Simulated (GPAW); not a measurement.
**Screening of a field by a 8-layer slab of Ir(100)**

Aim: the dipole that a field along the normal induces in a 8-layer slab of Ir(100).

Main program and level: GPAW 26.7.0; GPAW, PAW setups; slab in vacuum, relaxation, in the first sound run; inputs show where later runs differ.

### 1. Set-up

The cell holds 8 atoms: 8 Ir. Cell: a = 2.715 Å, b = 2.715 Å, c = 29.440 Å, α = 90.0°, β = 90.0°, γ = 90.0°. Vacuum lies along c.

### 2. Relaxation

Forces are removed first; all later runs use this geometry. The lowest 4 atoms are held at bulk positions and keep their forces.

The input, run.py:

```python
import json
import numpy as np
from ase import Atoms
from ase.constraints import FixAtoms
from ase.optimize import BFGS
from gpaw import GPAW, PW

slab = Atoms(
    ['Ir', 'Ir', 'Ir', 'Ir', 'Ir', 'Ir', 'Ir', 'Ir'],
    positions=[
        [1.35765, 1.35765, 8.00000],
        [0.00000, 0.00000, 9.92000],
        [1.35765, 1.35765, 11.84000],
        [0.00000, 0.00000, 13.76000],
        [1.35765, 1.35765, 15.68000],
        [0.00000, 0.00000, 17.60000],
        [1.35765, 1.35765, 19.52000],
        [0.00000, 0.00000, 21.44000]],
    cell=[[2.71529, 0.0, 0.0], [0.0, 2.71529, 0.0], [0.0, 0.0, 29.44]],
    pbc=[True, True, False])

slab.calc = GPAW(mode=PW(400), xc='PBE', kpts={'size': (12, 12, 1), 'gamma': True},
                 occupations={'name': 'fermi-dirac', 'width': 0.1}, nbands='160%',
                 convergence={'density': 1e-05}, maxiter=200,
                 poissonsolver={'dipolelayer': 'xy'},
                 symmetry={'tolerance': 1e-3, 'extra_ids': [1, 1, 1, 1, 0, 0, 0, 0]}, txt='slab.txt')
result = {}
slab.set_constraint(FixAtoms([0, 1, 2, 3]))
path = []
opt = BFGS(slab, maxstep=0.2)
opt.attach(lambda: path.append((slab.get_potential_energy(), slab.positions.tolist(), slab.get_forces().tolist())))
result['relaxed'] = bool(opt.run(fmax=0.03, steps=40))
result['path'] = path
energy = slab.get_potential_energy()
fermi = slab.calc.get_fermi_level()
v = slab.calc.get_electrostatic_potential().mean((0, 1)) - fermi
n = slab.calc.get_pseudo_density().mean((0, 1))
L = slab.cell[2, 2]
z = np.arange(len(v)) * L / len(v)
low, high = slab.positions[:, 2].min(), slab.positions[:, 2].max()
below, above = np.interp([low - 5.8, high + 5.8], z, v)
slopes = [np.interp(x, z, np.gradient(v, z)) for x in (low - 5.8, high + 5.8)]
eps = np.array([[slab.calc.get_eigenvalues(k, s) for k in range(len(slab.calc.get_ibz_k_points()))]
                for s in range(slab.calc.get_number_of_spins())]) - fermi
top, bottom = eps[eps < 0].max(), eps[eps > 0].min()
dipole = slab.get_dipole_moment()[2]
print(f'energy {energy:.4f} eV, Fermi level {fermi:.4f} eV, dipole {dipole:.5f} e A')
print(f'potential 5.8 A off the faces, from the Fermi level: lower {below:.4f} eV, upper {above:.4f} eV')
print(f'slope of the potential there: lower {slopes[0]:.5f}, upper {slopes[1]:.5f} eV/A')
print(f'nearest levels on the mesh: {top:.4f} and {bottom:.4f} eV')
print('magnetic moment', round(slab.get_magnetic_moment(), 3))
result.update(energy=energy, fermi=fermi, dipole=dipole, below=below, above=above, slopes=slopes, edges=[top, bottom],
              z=z.tolist(), v=v.tolist(), n=n.tolist(), positions=slab.positions.tolist(),
              forces=slab.get_forces(apply_constraint=False).tolist(), moments=slab.get_magnetic_moments().tolist())
json.dump(result, open('result.json', 'w'))
```

The run is started by

```console
$ OMP_NUM_THREADS=1 OPENBLAS_NUM_THREADS=1 python run.py
```

The program printed:

```text
Step          Energy          fmax
BFGS:    0      -72.223353        1.042486
BFGS:    1      -72.242768        0.733908
BFGS:    2      -72.261139        0.171066
BFGS:    3      -72.261893        0.142976
BFGS:    4      -72.262965        0.110993
BFGS:    5      -72.264043        0.149122
BFGS:    6      -72.264755        0.123590
BFGS:    7      -72.265377        0.120580
BFGS:    8      -72.266349        0.140735
BFGS:    9      -72.267147        0.112129
BFGS:   10      -72.267748        0.050620
BFGS:   11      -72.267846        0.029951
energy -72.1220 eV, Fermi level 5.0893 eV, dipole 0.00033 e A
potential 5.8 A off the faces, from the Fermi level: lower 5.5379 eV, upper 5.5397 eV
slope of the potential there: lower -0.00017, upper 0.00017 eV/A
nearest levels on the mesh: -0.0030 and 0.0204 eV
magnetic moment 0.0
```

Elapsed: 38 min, on 1 thread of Intel Xeon 6975P-C (Granite Rapids), shared host; peak memory 0.38 GiB.

Relaxation path:

| step | energy less that of the first step (eV) | largest force (eV/Å) |
| --- | --- | --- |
| 1 | 0.0000 | 1.0425 |
| 2 | -0.0203 | 0.7339 |
| 3 | -0.0406 | 0.1711 |
| 4 | -0.0412 | 0.1430 |
| 5 | -0.0421 | 0.1110 |
| 6 | -0.0431 | 0.1491 |
| 7 | -0.0437 | 0.1236 |
| 8 | -0.0444 | 0.1206 |
| 9 | -0.0452 | 0.1407 |
| 10 | -0.0458 | 0.1121 |
| 11 | -0.0461 | 0.0506 |
| 12 | -0.0461 | 0.0300 |

The atoms that moved most (Å):

| atom | dx | dy | dz | length |
| --- | --- | --- | --- | --- |
| Ir7 | 0.000 | 0.000 | 0.095 | 0.095 |
| Ir6 | 0.000 | 0.000 | 0.050 | 0.050 |
| Ir5 | 0.000 | 0.000 | 0.028 | 0.028 |
| Ir8 | 0.000 | 0.000 | 0.019 | 0.019 |

Final coordinates:

```cif
data_structure
_symmetry_space_group_name_H-M 'P 1'
_symmetry_Int_Tables_number 1
_cell_length_a 2.7153
_cell_length_b 2.7153
_cell_length_c 29.4400
_cell_angle_alpha 90.000
_cell_angle_beta 90.000
_cell_angle_gamma 90.000
_cell_volume 217.06
loop_
_atom_site_label
_atom_site_type_symbol
_atom_site_fract_x
_atom_site_fract_y
_atom_site_fract_z
_atom_site_occupancy
Ir1 Ir 0.50000 0.50000 0.27174 1
Ir2 Ir 0.00000 0.00000 0.33696 1
Ir3 Ir 0.50000 0.50000 0.40217 1
Ir4 Ir 0.00000 0.00000 0.46739 1
Ir5 Ir 0.50000 0.50000 0.53356 1
Ir6 Ir 0.00000 0.00000 0.59954 1
Ir7 Ir 0.50000 0.50000 0.66628 1
Ir8 Ir 0.00000 0.00000 0.72890 1
```

This step gave:

```yaml
dipole_along_the_normal: 3.31e-4 e·Å
levels_nearest_the_fermi_level_on_the_mesh: -0.002964, 0.02037 eV from the Fermi level
upper_work_function: 5.540 eV
lower_work_function: 5.538 eV
```

The electrostatic potential energy of an electron (without an applied field's), less the Fermi level, planar mean oscillates, so the rows of the table below give means over windows of 1.89 Å about each position, cut where the curve ends. Its maxima inside the range that stand out by 2 % of the span (Å: eV): 8.9: -4.32, 10.8: -4.83, 12.8: -4.76, 14.7: -4.31, 16.7: -4.43, 18.6: -4.10, 20.5: -5.59. Its minima: 8.0: -26.0, 9.9: -26.6, 11.9: -26.6, 13.8: -26.7, 15.7: -26.5, 17.7: -26.6, 19.7: -26.6, 21.4: -26.1.

Electrostatic potential energy of an electron (without an applied field's), less the Fermi level, planar mean against z; means over each step:

```
z (Å)  electrostatic potential energy of an electron (without an applied field's), less the Fermi level, planar mean (eV)
 0.94                                                                                                                5.54
 2.83                                                                                                                5.54
 4.73                                                                                                                5.51
 6.62                                                                                                                1.37
 8.51                                                                                                               -14.3
10.40                                                                                                               -14.9
12.29                                                                                                               -14.9
14.18                                                                                                               -14.7
16.07                                                                                                               -14.8
17.96                                                                                                               -14.7
19.85                                                                                                               -15.3
21.74                                                                                                               -12.9
23.62                                                                                                                5.02
25.52                                                                                                                5.54
27.41                                                                                                                5.54
29.30                                                                                                                5.54
```

The pseudo valence density, planar mean oscillates, so the rows of the table below give means over windows of 1.89 Å about each position, cut where the curve ends. Its maxima inside the range that stand out by 2 % of the span (Å: e/Å³): 8.0: 1.99, 9.9: 1.99, 11.8: 1.97, 13.7: 1.93, 15.8: 1.97, 17.7: 2.00, 19.6: 1.97, 21.4: 1.99. Its minima: 9.0: 0.496, 10.9: 0.493, 12.8: 0.489, 14.7: 0.471, 16.6: 0.479, 18.7: 0.469, 20.6: 0.550.

The pseudo valence density, planar mean by z; means over each step:

z (Å), pseudo valence density, planar mean (e/Å³) and a bar:
```
     2.83       0.00 
     4.73       0.00 
     6.62       0.18 #####
     8.51       1.06 #############################
    10.40       1.06 #############################
    12.29       1.06 #############################
    14.18       1.05 #############################
    16.07       1.06 #############################
    17.96       1.05 #############################
    19.85       1.08 ##############################
    21.74       0.98 ###########################
    23.62       0.02 #
    25.52       0.00
```

The relaxation lowered the energy of the cell by 0.0461 eV (energies extrapolated to zero smearing; the optimiser's log prints free energies). The largest force left on a free atom is 0.030 eV/Å.

### 3. Plane waves, PBE

The work function is the vacuum plateau of the electrostatic potential less the Fermi level; a dipole layer lets the two faces have plateaus of their own.

This step: GPAW, PAW setups; slab in vacuum (GPAW 26.7.0).

run.py, as its differences from that of step 2:

```diff
@@ -3,4 +3,2 @@
 from ase import Atoms
-from ase.constraints import FixAtoms
-from ase.optimize import BFGS
 from gpaw import GPAW, PW
@@ -14,6 +12,6 @@
         [0.00000, 0.00000, 13.76000],
-        [1.35765, 1.35765, 15.68000],
-        [0.00000, 0.00000, 17.60000],
-        [1.35765, 1.35765, 19.52000],
-        [0.00000, 0.00000, 21.44000]],
+        [1.35765, 1.35765, 15.70808],
+        [-0.00000, 0.00000, 17.65038],
+        [1.35765, 1.35765, 19.61531],
+        [0.00000, 0.00000, 21.45888]],
     cell=[[2.71529, 0.0, 0.0], [0.0, 2.71529, 0.0], [0.0, 0.0, 29.44]],
@@ -25,10 +23,4 @@
                  poissonsolver={'dipolelayer': 'xy'},
-                 symmetry={'tolerance': 1e-3, 'extra_ids': [1, 1, 1, 1, 0, 0, 0, 0]}, txt='slab.txt')
+                 symmetry={'tolerance': 1e-3}, txt='slab.txt')
 result = {}
-slab.set_constraint(FixAtoms([0, 1, 2, 3]))
-path = []
-opt = BFGS(slab, maxstep=0.2)
-opt.attach(lambda: path.append((slab.get_potential_energy(), slab.positions.tolist(), slab.get_forces().tolist())))
-result['relaxed'] = bool(opt.run(fmax=0.03, steps=40))
-result['path'] = path
 energy = slab.get_potential_energy()
```

The program printed:

```text
energy -72.1220 eV, Fermi level 5.0892 eV, dipole -0.00001 e A
potential 5.8 A off the faces, from the Fermi level: lower 5.5381 eV, upper 5.5398 eV
slope of the potential there: lower -0.00013, upper 0.00013 eV/A
nearest levels on the mesh: -0.0030 and 0.0204 eV
magnetic moment 0.0
```

Wall time 4.1 min (1 thread); peak memory 0.38 GiB.

This step gave:

| Item | Value |
| --- | --- |
| dipole along the normal | -1.12e-5 e·Å |
| levels nearest the Fermi level on the mesh | -0.002995, 0.02038 eV from the Fermi level |

The electrostatic potential energy of an electron (without an applied field's), less the Fermi level, planar mean oscillates, so the rows of the table below give means over windows of 1.89 Å about each position, cut where the curve ends. Its maxima inside the range that stand out by 2 % of the span (Å: eV): 8.9: -4.32, 10.8: -4.83, 12.8: -4.76, 14.7: -4.31, 16.7: -4.43, 18.6: -4.10, 20.5: -5.59. Its minima: 8.0: -26.0, 9.9: -26.6, 11.9: -26.6, 13.8: -26.7, 15.7: -26.5, 17.7: -26.6, 19.7: -26.6, 21.4: -26.1.

The electrostatic potential energy of an electron (without an applied field's), less the Fermi level, planar mean by z; means over each step:

(Unchanged from step 2.)

The pseudo valence density, planar mean oscillates, so the rows of the table below give means over windows of 1.89 Å about each position, cut where the curve ends. Its maxima inside the range that stand out by 2 % of the span (Å: e/Å³): 8.0: 1.99, 9.9: 1.99, 11.8: 1.97, 13.7: 1.93, 15.8: 1.97, 17.7: 2.00, 19.6: 1.97, 21.4: 1.99. Its minima: 9.0: 0.496, 10.9: 0.493, 12.8: 0.489, 14.7: 0.471, 16.6: 0.479, 18.7: 0.469, 20.6: 0.550.

Table of pseudo valence density, planar mean by z; means over each step:

z (Å), pseudo valence density, planar mean (e/Å³) and a bar:
```
     2.83       0.00 
     4.73       0.00 
     6.62       0.18 #####
     8.51       1.06 #############################
    10.40       1.06 #############################
    12.29       1.06 #############################
    14.18       1.05 #############################
    16.07       1.06 #############################
    17.96       1.05 #############################
    19.85       1.08 ##############################
    21.74       0.98 ###########################
    23.62       0.02 #
    25.52       0.00
```

Force by atom:

```
atom  x (eV/Å)  y (eV/Å)  z (eV/Å)  size
 Ir1      0.00      0.00      0.70  0.70
 Ir2      0.00      0.00     -1.05  1.05
 Ir3      0.00      0.00     -0.02  0.02
 Ir4      0.00      0.00      0.39  0.39
 Ir5      0.00      0.00     -0.03  0.03
 Ir6      0.00      0.00      0.03  0.03
 Ir7      0.00      0.00     -0.01  0.01
 Ir8      0.00      0.00      0.00  0.00
```

The potential is flat to 1.3e-4 eV/Å where it is read, so the vacuum is wide enough.

### 4. In a field

A uniform field along the normal polarises the slab; the atoms stay fixed, so this is the electronic response alone.

run.py, as its differences from that of step 3:

```diff
@@ -4,2 +4,3 @@
 from gpaw import GPAW, PW
+from gpaw.external import ConstantElectricField
 
@@ -23,2 +24,3 @@
                  poissonsolver={'dipolelayer': 'xy'},
+                 external=ConstantElectricField(-0.2, [0, 0, 1]),
                  symmetry={'tolerance': 1e-3}, txt='slab.txt')
```

The program printed:

```text
energy -72.1357 eV, Fermi level 5.0870 eV, dipole -0.13679 e A
potential 5.8 A off the faces, from the Fermi level: lower 3.8650 eV, upper 7.2234 eV
slope of the potential there: lower -0.00020, upper 0.00014 eV/A
nearest levels on the mesh: -0.0057 and 0.0204 eV
magnetic moment 0.0
```

The job ended after 15 min (1 thread; peak memory 0.78 GiB).

Numbers from this step:

| Property | Result |
| --- | --- |
| dipole along the normal | -0.1368 e·Å |
| levels nearest the Fermi level on the mesh | -0.005688, 0.02038 eV from the Fermi level |
| potential below the slab, the applied field's own ramp left out | 3.865 eV from the Fermi level |
| potential above the slab, the applied field's own ramp left out | 7.223 eV from the Fermi level |

The electrostatic potential energy of an electron (without an applied field's), less the Fermi level, planar mean oscillates, so the rows of the table below give means over windows of 1.89 Å about each position, cut where the curve ends. Its maxima inside the range that stand out by 2 % of the span (Å: eV): 8.9: -5.48, 10.9: -5.60, 12.8: -5.13, 14.7: -4.31, 16.7: -4.03, 18.6: -3.33, 20.5: -4.43, 27.4: 7.22. Its minima: 8.0: -27.3, 9.9: -27.6, 11.9: -27.2, 13.8: -26.9, 15.7: -26.3, 17.7: -26.0, 19.7: -25.6, 21.4: -24.8.

Electrostatic potential energy of an electron (without an applied field's), less the Fermi level, planar mean against z; means over each step:

```
z (Å)  electrostatic potential energy of an electron (without an applied field's), less the Fermi level, planar mean (eV)
 0.94                                                                                                                4.03
 2.83                                                                                                                3.87
 4.73                                                                                                                3.84
 6.62                                                                                                              -0.212
 8.51                                                                                                               -15.5
10.40                                                                                                               -15.8
12.29                                                                                                               -15.4
14.18                                                                                                               -14.8
16.07                                                                                                               -14.5
17.96                                                                                                               -14.0
19.85                                                                                                               -14.2
21.74                                                                                                               -11.5
23.62                                                                                                                6.68
25.52                                                                                                                7.22
27.41                                                                                                                7.22
29.30                                                                                                                7.06
```

Force by atom:

```csv
atom,x (eV/Å),y (eV/Å),z (eV/Å),size
Ir1,0.00,0.00,0.70,0.70
Ir2,0.00,0.00,-1.05,1.05
Ir3,0.00,0.00,-0.03,0.03
Ir4,0.00,0.00,0.39,0.39
Ir5,0.00,0.00,-0.03,0.03
Ir6,0.00,0.00,0.02,0.02
Ir7,0.00,0.00,-0.01,0.01
Ir8,0.00,0.00,0.00,0.00
```

The dipole is now -0.137 e Å, against -1.1e-5 in the run without a field.

### 5. Field on

run.py, as its differences from that of step 4:

```diff
@@ -24,3 +24,3 @@
                  poissonsolver={'dipolelayer': 'xy'},
-                 external=ConstantElectricField(-0.2, [0, 0, 1]),
+                 external=ConstantElectricField(-0.1, [0, 0, 1]),
                  symmetry={'tolerance': 1e-3}, txt='slab.txt')
```

The program printed:

```text
energy -72.1254 eV, Fermi level 5.0885 eV, dipole -0.06843 e A
potential 5.8 A off the faces, from the Fermi level: lower 4.7006 eV, upper 6.3807 eV
slope of the potential there: lower -0.00011, upper 0.00014 eV/A
nearest levels on the mesh: -0.0046 and 0.0204 eV
magnetic moment 0.0
```

Run time: 15 min. Hardware: 1 thread; peak memory 0.78 GiB.

This step gave:

```yaml
dipole_along_the_normal: -0.06843 e·Å
levels_nearest_the_fermi_level_on_the_mesh: -0.004551, 0.02038 eV from the Fermi level
potential_below_the_slab_the_applied_field_s_own_ramp_left_out: 4.701 eV from the Fermi level
potential_above_the_slab_the_applied_field_s_own_ramp_left_out: 6.381 eV from the Fermi level
```

The electrostatic potential energy of an electron (without an applied field's), less the Fermi level, planar mean oscillates, so the rows of the table below give means over windows of 1.89 Å about each position, cut where the curve ends. Its maxima inside the range that stand out by 2 % of the span (Å: eV): 8.9: -4.90, 10.8: -5.22, 12.8: -4.95, 14.7: -4.31, 16.7: -4.23, 18.6: -3.72, 20.5: -5.01. Its minima: 8.0: -26.6, 9.9: -27.1, 11.9: -26.9, 13.8: -26.8, 15.7: -26.4, 17.7: -26.3, 19.7: -26.1, 21.4: -25.4.

Table of electrostatic potential energy of an electron (without an applied field's), less the Fermi level, planar mean by z; means over each step:

| z (Å) | electrostatic potential energy of an electron (without an applied field's), less the Fermi level, planar mean (eV) |
| --- | --- |
| 0.94 | 4.78 |
| 2.83 | 4.70 |
| 4.73 | 4.68 |
| 6.62 | 0.580 |
| 8.51 | -14.9 |
| 10.40 | -15.3 |
| 12.29 | -15.2 |
| 14.18 | -14.8 |
| 16.07 | -14.6 |
| 17.96 | -14.4 |
| 19.85 | -14.8 |
| 21.74 | -12.2 |
| 23.62 | 5.85 |
| 25.52 | 6.38 |
| 27.41 | 6.38 |
| 29.30 | 6.30 |

Force by atom:

```csv
atom,x (eV/Å),y (eV/Å),z (eV/Å),size
Ir1,0.00,0.00,0.70,0.70
Ir2,0.00,0.00,-1.05,1.05
Ir3,0.00,0.00,-0.03,0.03
Ir4,0.00,0.00,0.39,0.39
Ir5,0.00,0.00,-0.03,0.03
Ir6,0.00,0.00,0.02,0.02
Ir7,0.00,0.00,-0.01,0.01
Ir8,0.00,0.00,0.00,0.00
```

The dipole is now -0.0684 e Å, against -1.1e-5 in the run without a field.

[end of part 1 of 2]

[Logs are printed without paths, hosts, clocks, repeated set-up lines and the standing remarks that a program may print on its own settings, such as how far it seeks lower states.]

[Hosts, paths, dates, database ids (printed as entryN), source tags and the programs' standing remarks are cut or masked in the printed files.]
